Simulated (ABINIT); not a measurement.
An input for ABINIT 10.8.3 (SrCl2 (Fm-3m)):

```
acell 3*1.0 Angstrom
rprim 
  -0.000000000000 3.488350000000 3.488350000000
  3.488350000000 -0.000000000000 3.488350000000
  3.488350000000 3.488350000000 -0.000000000000
ntypat 2
znucl 38 17
natom 3
typat 1 2 2
xred 
  0.000000000000 0.000000000000 0.000000000000
  0.250000000000 0.250000000000 0.250000000000
  0.750000000000 0.750000000000 0.750000000000
pp_dirpath "pseudos"
pseudos "Sr.upf, Cl.upf"
ecut 28
ngkpt 2 2 2
nshiftk 1
shiftk 0 0 0
kptopt 1
chksymbreak 0
irdden 1
istwfk *1
nband 157
prtvol 0
optdriver 6
gwr_task "HDIAGO"
paral_kgb 0
occopt 1
indata_prefix "in"
outdata_prefix "out"
tmpdata_prefix "tmp"
```

```sh
OMP_NUM_THREADS=1 mpirun -n 4 abinit run.abi > log
```

How long will it take on 4 MPI ranks of Arm Neoverse V1, shared host, and how much memory?

It took 50 s; on shared hardware allow 25 s to 1.7 min. Peak host memory was 3.4 GiB.

[Paths, hosts, dates, memory and timing lines, banners, echoed tables and standing remarks are left out of the program output.]

[Logs are printed without paths, hosts, clocks, repeated set-up lines and the standing remarks that a program may print on its own settings, such as how far it seeks lower states.]

[Runs of the session that timed out or met a known fault of the program may be left out.]

[Hosts, paths, dates, database ids (printed as entryN), source tags and the programs' standing remarks are cut or masked in the printed files.]

[G0W0 gaps are taken among the corrected bands and points alone; a level outside them can change the order at an edge.]

[Where Ansatz stands beside ABINIT at settings called matched, ABINIT's density can come from a denser mesh and the files from another edition; pairs whose starting gaps differed by over 0.03 eV were left out, so agreement reads better than it is.]
